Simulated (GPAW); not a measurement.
# SiO2 (Quartz, P3_121): the Si K absorption edge, part 2 of 2

What does one-electron theory with a core hole give for the Si K edge of SiO2 (Quartz, P3_121)?

GPAW 26.7.0; X-ray absorption from dipole matrix elements to empty bands, plane-wave PAW PBE.

So far. Step 2 (The field without a hole): The mesh shows a gap of 6.01 eV, so the hole is first treated in a charged cell, without the excited electron. Step 3 (Spectrum without a core hole, Si atom 1): Main maxima below 24 eV (height): 3.9 eV (2.05), 9.4 eV (1.36) and 22.5 eV (1.30). A K edge sees empty p states on the absorber.

## Step 5: Spectrum with FCH, Si atom 1

The holes are 4.9 Å apart. In GPAW the data set carries the hole's charge, so charge=0 means a charged cell and charge=-1 a neutral one. The excited electron is left out and a uniform background balances the charge. After the field has converged, empty bands are computed with the density fixed and the dipole matrix elements are summed.

xas.py

```python
import numpy as np
from ase import Atoms
from ase.parallel import parprint, paropen
from gpaw import GPAW, PW, FermiDirac, Mixer, MixerDif, setup_paths
from gpaw.test import gen
setup_paths.insert(0, '.')
gen('Si', name='fch1s', xcname='PBE', corehole=(1, 0, 1), write_xml=True)

atoms = Atoms('Si3O6',
    cell=[[2.4579, -4.25720768, 0],
     [-2.4579, -4.25720768, 0],
     [0, 0, -5.4091]],
    scaled_positions=[[0, 0.5303, 0],
     [0.4697, 0, 0.33333333],
     [0.5303, 0.4697, 0.66666667],
     [0.5858, 0.1462, 0.54766667],
     [0.1462, 0.268, 0.21433333],
     [0.268, 0.5858, 0.881],
     [0.4142, 0.732, 0.45233333],
     [0.8538, 0.4142, 0.78566667],
     [0.732, 0.8538, 0.119]],
    pbc=True)
atoms.calc = calc = GPAW(legacy_gpaw=True, mode=PW(500), xc='PBE', setups={0: 'fch1s'},
    kpts={'size': (4, 4, 4), 'gamma': True}, occupations=FermiDirac(0.02),
    charge=0, mixer=Mixer(0.1, 5, 50), maxiter=150,
    convergence={'density': 0.0001}, txt='scf.txt')
energy = atoms.get_potential_energy() + calc.get_reference_energy()
ef = calc.get_fermi_level()
out = dict(energy=energy, fermi=ef, forces=atoms.get_forces().tolist())
parprint(f'all-electron energy {energy:.4f} eV, Fermi level {ef:.4f} eV')
ev = np.array([[calc.get_eigenvalues(k, s) for k in range(len(calc.get_ibz_k_points()))] for s in range(calc.get_number_of_spins())])
out['homo'], out['lumo'], out['counts'] = ev[ev < ef].max(), ev[ev > ef].min(), sorted(set((ev < ef).sum((0, 2)).tolist()))
out['filled'] = (ev[:, 0] < ef).sum(1).tolist()

from gpaw.xas import XAS
nb = int(calc.get_number_of_electrons() / 2) + 70
top, nb = nb, nb + 8 + nb // 12
nscf = calc.fixed_density(kpts={'size': (5, 5, 4), 'gamma': True}, nbands=nb,
    convergence={'bands': top, 'eigenstates': 1e-5}, maxiter=60, txt='nscf.txt')
cell = atoms.cell.array
ops = [cell.T @ U.T @ np.linalg.inv(cell.T) for U in nscf.wfs.kd.symmetry.op_scc]
filled = [24]  # bands filled in the ground state, by spin
E = np.arange(-6, 34, 0.1)
fwhm = np.interp(E, [4, 25], [0.9, 3.5])
Y, X, zero, highest = 0, 0, 1e9, 1e9
for spin in range(nscf.get_number_of_spins()):
    xas = XAS(nscf, mode='all', center=0, spin=spin)
    eps = xas.eps_kn
    d = xas.sigma_cmkn  # core-to-band dipole matrix elements, k weights included
    T = np.einsum('amkn,bmkn->abkn', d, d.conj()).real
    T = sum(np.einsum('ai,ijkn,bj->abkn', R, T, R) for R in ops) / len(ops)
    empty = np.ones_like(eps, bool) & (np.arange(nb) >= filled[spin])
    zero, highest = min(zero, eps[empty].min()), min(highest, eps[:, top - 1].min())
    lines = [(eps, T, empty)] if spin == 0 else lines + [(eps, T, empty)]
for eps, T, empty in lines:
    f = np.einsum('aakn->akn', T).reshape(3, -1)
    x = eps.ravel() - zero
    w = np.interp(x, E, fwhm) / 2.35482
    g = np.exp(-0.5 * ((E[:, None] - x) / w) ** 2) / (w * (2 * np.pi) ** 0.5)
    Y = Y + (f * empty.ravel()) @ g.T
    X = X + (f * ~empty.ravel()) @ g.T
out.update(E=E.round(2).tolist(), xas=Y.tolist(), xes=X.tolist(), zero=zero, valid=highest - zero, nk=len(eps), nb=nb)
for i in range(0, len(E), 10):
    parprint(f'{E[i]:7.2f}', *(f'{v:10.3e}' for v in Y[:, i]))
import json
with paropen('out.json', 'w') as f:
    json.dump(out, f)
```

Run with:

```console
$ OMP_NUM_THREADS=1 python xas.py
```

Numbers of over 12 decimals in the logs are rounded to 6 here.

What it wrote:

```text
Input parameters:
  convergence: {density: 0.0001}
  kpts: {gamma: True,
         size: (4, 4, 4)}
  maxiter: 150
  mixer: {backend: pulay,
          beta: 0.1,
          method: separate,
          nmaxold: 5,
          weight: 50}
  mode: {ecut: 500.0,
         name: pw}
  occupations: {fixmagmom: False,
                name: fermi-dirac,
                width: 0.02}
  setups: {0: fch1s}
  xc: PBE

Initialize ...

[... PAW data sets ...]

Reference energy: -34042.739012  # eV

Spin-paired calculation

[... convergence settings ...]
Symmetries present (total): 2
  [... symmetry matrices ...]

64 k-points: 4 x 4 x 4 Monkhorst-Pack grid + [1/8,1/8,1/8]
24 k-points in the irreducible part of the Brillouin zone
       k-points in crystal coordinates                weights
   0:     0.00000000    0.00000000    0.00000000          1/64
   1:     0.00000000    0.00000000    0.25000000          2/64
   2:     0.00000000    0.00000000    0.50000000          1/64
   3:     0.25000000    0.00000000   -0.25000000          2/64
   4:     0.25000000    0.00000000    0.00000000          2/64
   5:     0.25000000    0.00000000    0.25000000          2/64
   6:     0.25000000    0.00000000    0.50000000          2/64
   7:     0.25000000    0.25000000   -0.25000000          4/64
   8:     0.25000000    0.25000000    0.00000000          4/64
   9:     0.25000000    0.25000000    0.25000000          4/64
          ...
  23:     0.50000000    0.50000000    0.50000000          2/64

Wave functions: Plane wave expansion
  Cutoff energy: 500.000 eV
  Number of coefficients (min, max): 2840, 2894
  Pulay-stress correction: 0.000000 eV/Ang^3 (de/decut=0.000000)
  Using FFTW library
  Wavefunction extrapolation:
    Improved wavefunction reuse through dual PAW basis

Occupation numbers: Fermi-Dirac:
  width: 0.0200  # eV

Eigensolver
   Davidson(niter=2)

Densities:
  Coarse grid: 27*27*28 grid
  Fine grid: 54*54*56 grid
  Total Charge: 1.000000

Density mixing:
  Method: separate
  Backend: pulay
  Linear mixing parameter: 0.1
  old densities: 5
  Width of damping distribution: 1.1
  Damping of long wavelength oscillations: 50

[... Hamiltonian set-up ...]
Number of atoms: 9
Number of atomic orbitals: 36
Number of bands in calculation: 33
Number of valence electrons: 48
Bands to converge: occupied

... initialized

Initializing position-dependent things.

Density initialized from atomic densities
Creating initial wave functions:
  33 bands from LCAO basis set

          Si
             O
                 Si

          O     O
          O
             Si
           O
              O

Atomic positions and initial magnetic moments

Positions:
   0 Si    -1.303424   -2.257597    0.000000    ( 0.0000,  0.0000,  0.0000)
   1 Si     1.154476   -1.999610   -1.803033    ( 0.0000,  0.0000,  0.0000)
   2 Si     0.148949   -4.257208   -3.606067    ( 0.0000,  0.0000,  0.0000)
   3 O      1.080493   -3.116276   -2.962384    ( 0.0000,  0.0000,  0.0000)
   4 O     -0.299372   -1.763335   -1.159350    ( 0.0000,  0.0000,  0.0000)
   5 O     -0.781121   -3.634804   -4.765417    ( 0.0000,  0.0000,  0.0000)
   6 O     -0.781121   -4.879611   -2.446716    ( 0.0000,  0.0000,  0.0000)
   7 O      1.080493   -5.398139   -4.249750    ( 0.0000,  0.0000,  0.0000)
   8 O     -0.299372   -6.751080   -0.643683    ( 0.0000,  0.0000,  0.0000)

Unit cell:
           periodic     x           y           z      points  spacing
  1. axis:    yes    2.457900   -4.257208    0.000000    27     0.1577
  2. axis:    yes   -2.457900   -4.257208    0.000000    27     0.1577
  3. axis:    yes    0.000000    0.000000   -5.409100    28     0.1932

  Lengths:   4.915800   4.915800   5.409100
  Angles:   90.000000  90.000000  60.000000

Effective grid spacing dv^(1/3) = 0.1770

iter:   1   -86.896860
iter:   2   -83.714916   -1.23  -0.75
iter:   3   -80.161492   -0.85  -0.84
iter:   4   -80.311201   -1.98  -1.24
iter:   5   -80.426831   -2.10  -1.43
iter:   6   -80.395252   -2.81  -2.08
iter:   7   -80.381100   -3.48  -2.16
iter:   8   -80.381038c  -3.83  -2.61
iter:   9   -80.380254c  -4.18  -2.81
iter:  10   -80.380084c  -5.28  -3.09
iter:  11   -80.380082c  -6.02  -3.56
iter:  12   -80.380069c  -6.47  -3.59
iter:  13   -80.380067c  -7.01  -3.73
iter:  14   -80.380067c  -7.23  -3.85
iter:  15   -80.380068c  -7.22  -3.94
iter:  16   -80.380069c  -7.81c -4.05c

Converged after 16 iterations.

Dipole moment: (0.027034, 0.046825, 0.000000) |e|*Ang

Energy contributions relative to reference atoms: (reference = -34042.739012)

Kinetic:        +43.857185
Potential:      -50.834310
External:        +0.000000
XC:             -71.963863
Entropy (-ST):   -0.000000
Local:           -1.439081
SIC:             +0.000000
--------------------------
Free energy:    -80.380069
Extrapolated:   -80.380069

Showing only first 2 kpts
 Kpt  Band  Eigenvalues  Occupancy
  0    22      0.73874    2.00000
  0    23      1.41162    2.00000
  0    24      6.88982    0.00000
  0    25      9.26524    0.00000

  1    22      1.01361    2.00000
  1    23      1.49515    2.00000
  1    24      7.41473    0.00000
[...]
Fermi level: 2.30715

Gap: 5.305 eV
Transition (v -> c):
  (s=0, k=14, n=23, [0.50, 0.00, 0.00]) -> (s=0, k=0, n=24, [0.00, 0.00, 0.00])
Direct/indirect transitions are different
Direct gap: 5.478 eV
Transition at: (s=0, k=0, n=23, [0.00, 0.00, 0.00])

Forces in eV/Ang:
  0 Si    0.00765    0.01326    0.00000
  1 Si    0.61822    0.20694   -2.12668
  2 Si   -0.12990    0.63886    2.12668
  3 O     0.41385   -0.10862   -0.28008
  4 O    -2.87228   -0.08734    2.19380
  5 O    -1.90034    2.13954   -2.41495
  6 O    -0.30099    0.30409    0.28008
  7 O     1.36050   -2.53114   -2.19380
  8 O     2.80307   -0.57598    2.41495
Scalar-relativistic atomic PBE calculation for Si (Silicon, Z=14)
Core hole in 1s state (1s occupation: 1.0)
450 radial gridpoints.
|------------------------------------------------|
|------------------------------------------------|
[... the atom generator's iteration count ...]

Energy contributions:
-------------------------
Kinetic:     +221.745190
XC:           -16.785200
Potential:   -426.372331
-------------------------
Total:       -221.412342

state      eigenvalue         ekin         rmax
-----------------------------------------------
1s^1.0 :   -71.206846    96.114624        0.072
2s^2.0 :    -6.491723    14.943914        0.433
2p^6.0 :    -4.995075    14.633345        0.356
3s^2.0 :    -0.832019     2.235437        1.584
3p^2.0 :    -0.528006     1.735896        1.752
-----------------------------------------------
(units: Bohr and Hartree)

Generating PAW setup
Kinetic energy of the core from tauc = 214.240136
Cutoffs:
rc(s)=2.000
rc(p)=2.000
rc(d)=2.000
rc(vbar)=1.800
rc(comp)=2.000
rc(nct)=2.000

Kinetic energy of the core states: 213.802523
Charge: 1.0
Core electrons: 9.0
Valence electrons: 4.0
Pseudo-core charge: 0.074419
Shape function alpha=2.500
Pseudo-electron charge 4.463919
state    eigenvalue         norm
--------------------------------
3s(2) :    -0.832019     1.189601
*s    :     0.167981
3p(2) :    -0.528006     1.005149
*p    :     0.471994
*d    :     0.000000
--------------------------------

Diagonalizing with gridspacing h=0.050

state   all-electron     PAW
-------------------------------
3s:      -0.832019    -0.832268
3p:      -0.528006    -0.528057
*d:                   -0.145245
*f:                   -0.019937
-------------------------------
all-electron energy -34123.1191 eV, Fermi level 2.3072 eV
[...]
31.00  2.960e-06  2.754e-06  3.035e-06
  32.00  2.784e-06  2.694e-06  2.942e-06
  33.00  2.725e-06  2.771e-06  2.957e-06
```

The job ended after 4.2 min (1 thread of Arm Neoverse V2, shared host; peak memory 0.48 GiB).

The Si K spectrum, Si atom 1, full core hole (charged cell) (energy from the lowest empty level; intensity scaled to a mean of 1 over the first 20 eV; polarised curves are means over the symmetry-equivalent atoms):

```
E (eV)  isotropic  ε ⊥ c  ε ∥ c
  -2.0       0.00   0.00   0.00
  -1.4       0.00   0.00   0.00
  -0.8       0.00   0.00   0.00
  -0.2       0.00   0.00   0.00
   0.4       0.01   0.01   0.02
   1.0       0.11   0.11   0.11
   1.6       0.62   0.68   0.49
   2.2       3.59   4.02   2.75
   2.8       6.46   6.39   6.60
   3.4       2.88   2.41   3.82
   4.0       0.59   0.67   0.44
   4.6       0.43   0.55   0.19
   5.2       0.41   0.47   0.29
   5.8       0.49   0.51   0.46
   6.4       0.58   0.54   0.68
   7.0       0.50   0.41   0.68
   7.6       0.46   0.34   0.70
   8.2       0.59   0.49   0.78
   8.8       0.79   0.78   0.81
   9.4       0.89   0.97   0.73
  10.0       0.83   0.93   0.63
  10.6       0.75   0.83   0.59
  11.2       0.73   0.78   0.63
  11.8       0.74   0.75   0.71
  12.4       0.74   0.71   0.79
  13.0       0.74   0.68   0.87
  13.6       0.74   0.67   0.90
  14.2       0.74   0.67   0.86
  14.8       0.73   0.69   0.80
  15.4       0.73   0.72   0.76
  16.0       0.75   0.75   0.75
  16.6       0.78   0.78   0.77
  17.2       0.83   0.83   0.82
  17.8       0.89   0.88   0.89
  18.4       0.95   0.94   0.97
  19.0       1.00   0.99   1.01
  19.6       1.01   1.01   1.01
  20.2       0.99   1.00   0.97
  20.8       0.94   0.95   0.90
  21.4       0.87   0.89   0.82
  22.0       0.80   0.82   0.74
  22.6       0.73   0.75   0.68
  23.2       0.67   0.69   0.64
  23.8       0.62   0.63   0.61
  24.4       0.59   0.60   0.58
  25.0       0.57   0.57   0.56
  25.6       0.55   0.56   0.53
  26.2       0.53   0.54   0.51
  26.8       0.52   0.53   0.49
  27.4       0.50   0.51   0.47
  28.0       0.48   0.49   0.46
  28.6       0.46   0.47   0.45
  29.2       0.44   0.44   0.44
  29.8       0.42   0.42   0.43
  30.4       0.40   0.40   0.41
```

Main maxima below 24 eV (height): 2.8 eV (6.46), 6.4 eV (0.58), 9.4 eV (0.89) and 19.5 eV (1.01). 

The hole costs E(hole) − E(ground) = 1849.96 eV, and the lowest empty level of the hole cell on the spectrum's mesh lies at 6.89 eV, which puts the zero at 1856.85 eV. One term is added: -14.97 eV, since the hole is spin-paired here and a spin-polarised one costs that much less in the free atom (computed apart). The photon energy is then 1841.88 eV. The tabulated edge of the element is 1839 eV. The functional and the charged cell's background leave an error of a few eV in such absolute values.

## Step 6: Excitation energy, Si atom 1

With the excited electron kept in the cell the system stays neutral, and the energy difference is an excitation energy by itself. In a small cell that electron takes up a good share of the lowest empty band, or all of one, which shifts the value from the true onset.

Changed against the first core-hole run: core hole to XCH, with the smearing that suits a partly filled band.

scf.py

```python
import numpy as np
from ase import Atoms
from ase.parallel import parprint, paropen
from gpaw import GPAW, PW, FermiDirac, Mixer, MixerDif, setup_paths
from gpaw.test import gen
setup_paths.insert(0, '.')
gen('Si', name='fch1s', xcname='PBE', corehole=(1, 0, 1), write_xml=True)

atoms = Atoms('Si3O6',
    cell=[[2.4579, -4.25720768, 0],
     [-2.4579, -4.25720768, 0],
     [0, 0, -5.4091]],
    scaled_positions=[[0, 0.5303, 0],
     [0.4697, 0, 0.33333333],
     [0.5303, 0.4697, 0.66666667],
     [0.5858, 0.1462, 0.54766667],
     [0.1462, 0.268, 0.21433333],
     [0.268, 0.5858, 0.881],
     [0.4142, 0.732, 0.45233333],
     [0.8538, 0.4142, 0.78566667],
     [0.732, 0.8538, 0.119]],
    pbc=True)
atoms.calc = calc = GPAW(legacy_gpaw=True, mode=PW(500), xc='PBE', setups={0: 'fch1s'},
    kpts={'size': (4, 4, 4), 'gamma': True}, occupations=FermiDirac(0.04),
    charge=-1, mixer=Mixer(0.1, 5, 50), maxiter=150,
    convergence={'density': 0.0001}, txt='scf.txt')
energy = atoms.get_potential_energy() + calc.get_reference_energy()
ef = calc.get_fermi_level()
out = dict(energy=energy, fermi=ef, forces=atoms.get_forces().tolist())
parprint(f'all-electron energy {energy:.4f} eV, Fermi level {ef:.4f} eV')
ev = np.array([[calc.get_eigenvalues(k, s) for k in range(len(calc.get_ibz_k_points()))] for s in range(calc.get_number_of_spins())])
out['homo'], out['lumo'], out['counts'] = ev[ev < ef].max(), ev[ev > ef].min(), sorted(set((ev < ef).sum((0, 2)).tolist()))
out['filled'] = (ev[:, 0] < ef).sum(1).tolist()
import json
with paropen('out.json', 'w') as f:
    json.dump(out, f)
```

Run with:

```console
$ OMP_NUM_THREADS=1 python scf.py
```

What it wrote:

```text
Input parameters:
  charge: -1
  convergence: {density: 0.0001}
  kpts: {gamma: True,
         size: (4, 4, 4)}
  maxiter: 150
  mixer: {backend: pulay,
          beta: 0.1,
          method: separate,
          nmaxold: 5,
          weight: 50}
  mode: {ecut: 500.0,
         name: pw}
  occupations: {fixmagmom: False,
                name: fermi-dirac,
                width: 0.04}
  setups: {0: fch1s}
  xc: PBE

[...]
--------------------------------
3s(2) :    -0.832019     1.189601
*s    :     0.167981
3p(2) :    -0.528006     1.005149
*p    :     0.471994
*d    :     0.000000
--------------------------------

Diagonalizing with gridspacing h=0.050

state   all-electron     PAW
-------------------------------
3s:      -0.832019    -0.832268
3p:      -0.528006    -0.528057
*d:                   -0.145245
*f:                   -0.019937
-------------------------------
all-electron energy -34115.0785 eV, Fermi level 8.6187 eV
[key lines of the parts left out:]
Converged after 15 iterations.
Dipole moment: (-0.005852, -0.010136, 0.000000) |e|*Ang
Free energy:    -72.348363
Fermi level: 8.61873
```

Wall time 58 s (1 thread); peak memory 0.24 GiB.

The total-energy difference is 1858.01 eV. With the free-atom term of -14.97 eV for this edge, the photon energy is 1843.04 eV.

## Step 7: With and without the hole

Both curves are counted from their own zero, so only the shift of weight within the empty states shows.

```
E (eV)  no hole   FCH
  -2.0     0.00  0.00
  -1.0     0.00  0.00
   0.0     0.00  0.00
   1.0     0.01  0.11
   2.0     0.10  2.22
   3.0     1.09  5.84
   4.0     2.04  0.59
   5.0     1.60  0.41
   6.0     1.41  0.54
   7.0     0.95  0.50
   8.0     0.82  0.53
   9.0     1.28  0.84
  10.0     1.20  0.83
  11.0     1.02  0.73
  12.0     1.05  0.74
  13.0     1.02  0.74
  14.0     0.98  0.74
  15.0     0.96  0.73
  16.0     0.93  0.75
  17.0     0.89  0.81
  18.0     0.93  0.91
  19.0     1.05  1.00
  20.0     1.16  1.00
  21.0     1.24  0.91
  22.0     1.29  0.80
  23.0     1.29  0.69
  24.0     1.24  0.61
  25.0     1.20  0.57
  26.0     1.19  0.54
  27.0     1.18  0.51
  28.0     1.12  0.48
  29.0     1.02  0.45
  30.0     0.88  0.41
```

With each curve scaled to its own mean, the area from −2 to 6 eV with the hole is 9.3 against 5.6, and the centre of weight from −1 to 20 eV moves by -1.8 eV: the hole pulls the absorber's empty states down.

## Step 8: Results

| Property | Result |
| --- | --- |
| absorber and edge | Si K, atom 1 of the ground-state input (counted from 1) |
| surroundings | 4 O at 1.61 Å (tetrahedral, site symmetry 2) |
| highest intensity below 16 eV | 2.8 eV above the zero, height 6.46 |
| photon energy of the zero, with the added terms | 1841.9 eV (raw 1856.9 eV; uncertain by a few eV) |

In words: The Si K edge of atom 1, with 4 O at 1.61 Å (tetrahedral, site symmetry 2), has its highest intensity of the first 16 eV at 2.8 eV above the zero, near 1845 eV in photon energy (uncertain by a few eV), 6.5 times the mean level of the first 20 eV (Gaussian full width 0.9 eV up to 4 eV, rising linearly to 3.5 eV at 25 eV). With each curve scaled to its own mean, the area from −2 to 6 eV with the hole is 9.3 against 5.6, and the centre of weight from −1 to 20 eV moves by -1.8 eV: the hole pulls the absorber's empty states down. The neutral-cell energy lies +1.2 eV from the charged-cell zero, a gap made of the charged-cell error and of where the added electron settles. At the Si K edge of atom 1 polarisation matters most near 3.2 eV, where the curves differ by 1.7 on this scale. The holes are only 4.9 Å apart, so the shape is probably not converged with cell size; no larger cell was run here. The mesh is coarse (0.30 Å⁻¹ between points), so small maxima may be mesh ripples. Lifetime broadening is put in by hand, and intensities beyond about 20 eV depend on it and on the partial waves; weight that the partial waves miss at high energy is lost. The structure is a published determination, not relaxed.

[Banner, clock and machine lines of the logs are left out without a mark of their own.]

[Logs are printed without paths, hosts, clocks, repeated set-up lines and the standing remarks that a program may print on its own settings, such as how far it seeks lower states.]

[Hosts, paths, dates, database ids (printed as entryN), source tags and the programs' standing remarks are cut or masked in the printed files.]

[Lists of maxima count a maximum above −3 eV only where it reaches 4 % of the highest in the window and stands out from its surroundings by 2 % of it (1.5 % where it reaches 55 %); shoulders and weaker maxima are passed over, and of the rest the first, up to two pre-edge ones and the few strongest are named.]
